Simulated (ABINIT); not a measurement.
# Beyond one shot: SiC (P6_3mc), part 2 of 2

Wanted: G0W0 and self-consistent gaps of SiC (P6_3mc), with the cost of the cycles.

ABINIT 10.8.3; PBE and many-body steps on it, plane waves. Known limits of the many-body steps: not at the basis limit.

So far. Step 3 (Screening, 6×6×4 mesh, 159 bands, screening to 195.9 eV): Local fields lower ε∞ by 9 %. Step 4 (G0W0): The gap on the mesh goes from 2.28 eV to 2.96 eV, a correction of +0.68 eV.

## (5) evGW0, cycle 1

This step: evGW0 on PBE, plane waves, norm-conserving pseudopotentials.

The input, run.abi:

```
acell 3*1.0 Angstrom
rprim 
  3.073513928196 0.000000000001 0.000000000000
  -1.536756964099 2.661741140703 0.000000000000
  0.000000000000 0.000000000000 5.045247710000
ntypat 2
znucl 14 6
natom 4
typat 1 1 2 2
xred 
  0.333333333333 0.666666666667 0.499602400000
  0.666666666667 0.333333333333 0.999602400000
  0.333333333333 0.666666666667 0.875397600000
  0.666666666667 0.333333333333 0.375397600000
pp_dirpath "pseudos"
pseudos "Si.upf, C.upf"
ecut 37
ngkpt 6 6 4
nshiftk 1
shiftk 0 0 0
kptopt 1
chksymbreak 0
istwfk *1
occopt 1
irdwfk 1
optdriver 4
nband 159
gwcalctyp 10
ecutsigx 37
symsigma 1
nkptgw 21
kptgw 
  0.0000000000 0.0000000000 0.0000000000
  0.1666666667 0.0000000000 0.0000000000
  0.3333333333 0.0000000000 0.0000000000
  0.5000000000 0.0000000000 0.0000000000
  0.1666666667 0.1666666667 0.0000000000
  0.3333333333 0.1666666667 0.0000000000
  0.3333333333 0.3333333333 0.0000000000
  0.0000000000 0.0000000000 0.2500000000
  0.1666666667 0.0000000000 0.2500000000
  0.3333333333 0.0000000000 0.2500000000
  0.5000000000 0.0000000000 0.2500000000
  0.1666666667 0.1666666667 0.2500000000
  0.3333333333 0.1666666667 0.2500000000
  0.3333333333 0.3333333333 0.2500000000
  0.0000000000 0.0000000000 0.5000000000
  0.1666666667 0.0000000000 0.5000000000
  0.3333333333 0.0000000000 0.5000000000
  0.5000000000 0.0000000000 0.5000000000
  0.1666666667 0.1666666667 0.5000000000
  0.3333333333 0.1666666667 0.5000000000
  0.3333333333 0.3333333333 0.5000000000
bdgw 
  1 22
  1 22
  1 22
  1 22
  1 22
  1 22
  1 22
  1 22
  1 22
  1 22
  1 22
  1 22
  1 22
  1 22
  1 22
  1 22
  1 22
  1 22
  1 22
  1 22
  1 22
ecuteps 7.2
irdscr 1
ppmodel 1
indata_prefix "in"
outdata_prefix "out"
tmpdata_prefix "tmp"
```

On the command line:

```
> OMP_NUM_THREADS=1 mpirun -n 8 abinit run.abi > log
```

The program printed:

```text
.Version 10.8.3 of ABINIT. v10.8.2 released Aug 2026.

 Symmetries : space group P6_3 m c (#186); Bravais hP (primitive hexag.)
[... echo of the input left out ...]
== DATASET  1 ==================================================================
-   mpi_nproc: 8, omp_nthreads: 1 (-1 if OMP is not activated)

--- !DatasetInfo
iteration_state: {dtset: 1, }
dimensions: {natom: 4, nkpt: 21, mband: 159, nsppol: 1, nspinor: 1, nspden: 1, mpw: 3015, }
cutoff_energies: {ecut:  37.0, pawecutdg:  -1.0, }
electrons: {nelect:   1.60000000E+01, charge:   0.00000000E+00, occopt:   1.00000000E+00, tsmear:   1.00000000E-02, }

 SIGMA: Calculation of the GW corrections

 Based on a program developped by R.W. Godby, V. Olevano, G. Onida, and L. Reining.
 Incorporated in ABINIT by V. Olevano, G.-M. Rignanese, and M. Torrent.
.Using double precision arithmetic ; gwpc =  8

[... cell and pseudopotentials left out ...]
--------------------------------------------------------------------------------

 ==== K-mesh for the wavefunctions ====
 Number of points in the irreducible wedge :    21
[... list of points left out ...]
 Together with 12 symmetry operations and time-reversal symmetry
 yields   144 points in the full Brillouin Zone.

 ==== Q-mesh for screening function ====
 Number of points in the irreducible wedge :    21
[... list of points left out ...]
 Together with 12 symmetry operations and time-reversal symmetry
 yields   144 points in the full Brillouin Zone.

 vcoul_init : cutoff-mode = AUXILIARY_FUNCTION
 q-points for optical limit:   1
     1)      0.000010    0.000020    0.000030
 setmesh: FFT mesh size selected  =    27x   27x   54
          total number of points  =        39366

 Number of electrons calculated from density =   16.0000; Expected =   16.0000
[...]
QP_gap     :    7.570
Delta_QP_KS:    1.064
data: !SigmaeeData |
     Band     E_DFT   <VxcDFT>   E(N-1)  <Hhartree>   SigX  SigC[E(N-1)]    Z     dSigC/dE  Sig[E(N)]  DeltaE  E(N)_pert E(N)_diago
[...]
--- !SelfEnergy_ee
iteration_state: {dtset: 1, }
kpoint     : [   0.333,    0.333,    0.500, ]
spin       : 1
KS_gap     :    6.825
QP_gap     :    7.885
Delta_QP_KS:    1.060
data: !SigmaeeData |
     Band     E_DFT   <VxcDFT>   E(N-1)  <Hhartree>   SigX  SigC[E(N-1)]    Z     dSigC/dE  Sig[E(N)]  DeltaE  E(N)_pert E(N)_diago
[...]
21    28.440   -12.259    28.440    40.699    -3.707    -8.416     0.683    -0.463   -12.166     0.093    28.533    28.576
       22    28.440   -12.259    28.440    40.699    -3.707    -8.416     0.683    -0.463   -12.166     0.093    28.533    28.576

 New Fermi energy :        2.923896E-01 Ha ,    7.956326E+00 eV
 New Exchange energy :    -5.463529E+00 Ha ,   -1.486702E+02 eV

 === QP Band Gaps ===
  >>>> For spin  1
   Minimum direct gap =   5.1103 [eV], located at k-point      :   0.5000  0.0000  0.0000
   Fundamental gap    =   3.1246 [eV], Top of valence bands at :   0.0000  0.0000  0.0000
                                       Bottom of conduction at :   0.3333  0.3333  0.0000

 writing QP data on file : out_QPS

 Convergence of QP corrections
 >>>>> For spin  1 <<<<<
.  kptgw no:  1; Maximum DeltaE = (  -1.008  -0.000) for band index:  3
.  kptgw no:  2; Maximum DeltaE = (  -1.007   0.000) for band index:  3
.  kptgw no:  3; Maximum DeltaE = (  -0.989   0.000) for band index:  3
[...]
.  kptgw no: 20; Maximum DeltaE = (  -0.987   0.002) for band index:  4
.  kptgw no: 21; Maximum DeltaE = (  -0.989   0.002) for band index:  4

== END DATASET(S) ==============================================================
================================================================================

 -outvars: echo values of variables after computation  --------
           etotal      0.0000000000E+00
            nband         159
             nkpt          21
          spgroup         186
 [... the other variables as echoed above ...]

 Calculation completed.
```

Wall time 30 min (8 MPI ranks of Arm Neoverse V1, shared host); peak memory 4.6 GiB.

Numbers from this step:

| Quantity | Value |
| --- | --- |
| quasiparticle gap on the mesh | 3.125 eV |
| gap of the density functional on the mesh | 2.275 eV |
| k of the valence top | 0, 0, 0 |
| k of the conduction bottom | 0.3333, 0.3333, 0 |
| Z at the valence top | 0.793 |
| Z at the conduction bottom | 0.824 |
| least direct quasiparticle gap on the computed points | 5.110 eV |

Against G0W0 in ABINIT (6×6×4 mesh, 159 bands, screening to 195.9 eV, Godby-Needs plasmon pole), the gap moves by +0.169 eV. This first cycle still uses the starting levels; it takes the full correction, at all points of the mesh, and its linearised value is 2.956 eV.

## (6) evGW0, cycle 2

The corrected levels of the last cycle go back in.

Changes to run.abi since step 5:

```diff
@@ -78,2 +78,3 @@
 ppmodel 1
+irdqps 1
 indata_prefix "in"
```

The program printed:

```text
.Version 10.8.3 of ABINIT. v10.8.2 released Aug 2026.

 Symmetries : space group P6_3 m c (#186); Bravais hP (primitive hexag.)
[... echo of the input left out ...]
== DATASET  1 ==================================================================
-   mpi_nproc: 8, omp_nthreads: 1 (-1 if OMP is not activated)

--- !DatasetInfo
iteration_state: {dtset: 1, }
dimensions: {natom: 4, nkpt: 21, mband: 159, nsppol: 1, nspinor: 1, nspden: 1, mpw: 3015, }
cutoff_energies: {ecut:  37.0, pawecutdg:  -1.0, }
[...]
.  kptgw no:  3; Maximum DeltaE = (   0.138  -0.002) for band index: 22
[...]
.  kptgw no: 20; Maximum DeltaE = (   0.086   0.000) for band index:  3
.  kptgw no: 21; Maximum DeltaE = (  -0.105   0.000) for band index: 13

== END DATASET(S) ==============================================================
================================================================================

 -outvars: echo values of variables after computation  --------
           etotal      0.0000000000E+00
            nband         159
             nkpt          21
          spgroup         186
 [... the other variables as echoed above ...]

 Calculation completed.
```

Elapsed: 29 min, on 8 MPI ranks; peak memory 4.6 GiB.

This step gave:

```yaml
quasiparticle_gap_on_the_mesh: 3.084 eV
gap_of_the_density_functional_on_the_mesh: 2.275 eV
k_of_the_valence_top: 0, 0, 0
k_of_the_conduction_bottom: 0.3333, 0.3333, 0
least_direct_quasiparticle_gap_on_the_computed_points: 5.032 eV
```

Against the cycle before, the gap moves by −0.041 eV.

## (7) Side by side

Times are wall times on 8 MPI ranks of Arm Neoverse V1, shared host, good to a factor of about two. A run's time includes the screening step that it read.

```
           run   mesh  bands  screening cutoff (eV)  DFT gap (eV)  gap on the mesh (eV)  direct (eV)  ε∞ used    time
          G0W0  6×6×4    159                  195.9         2.275                 2.956        4.883     6.86   2 min
evGW0, cycle 1  6×6×4    159                  195.9         2.275                 3.125        5.110     6.86  31 min
evGW0, cycle 2  6×6×4    159                  195.9         2.275                 3.084        5.032     6.86  31 min
```

## (8) Outcome

- G0W0: 2.956 eV
- evGW0, cycle 1: 3.125 eV
- evGW0, cycle 2: 3.084 eV
- known limits: not at the basis limit

In words: Only the bands that the input lists are updated; the others, empty or deep, keep the functional's energies or take a rigid shift. evGW0 ends at 3.08 eV, +0.13 eV from G0W0, after 2 cycles that took 59 min beside the first screening; the last moved the gap by 0.041 eV, so the loop had not settled. The first cycle of evGW0 takes the full correction, without the factor Z, so it overshoots the one-shot value. Against experiment, by evGW0, cycle 2: the gap of 3.08 eV lies −0.25 eV from the measured 3.33 eV (kind not stated, quoted 2020). These are gaps on the mesh, at modest bands and cutoff. The calculation has static nuclei and no excitons; a measured gap holds zero-point and thermal motion, which mostly lowers it. Bands and cutoff are finite, so the gap is not at the basis limit. The miss can reach some tenths of an eV and take either sign; the mesh is an error of its own.

[Paths, hosts, dates, memory and timing lines, banners, echoed tables and standing remarks are left out of the program output.]

[Logs are printed without paths, hosts, clocks, repeated set-up lines and the standing remarks that a program may print on its own settings, such as how far it seeks lower states.]

[Runs of the session that timed out or met a known fault of the program may be left out.]

[Hosts, paths, dates, database ids (printed as entryN), source tags and the programs' standing remarks are cut or masked in the printed files.]

[G0W0 gaps are taken among the corrected bands and points alone; a level outside them can change the order at an edge.]

[Where Ansatz stands beside ABINIT at settings called matched, ABINIT's density can come from a denser mesh and the files from another edition; pairs whose starting gaps differed by over 0.03 eV were left out, so agreement reads better than it is.]
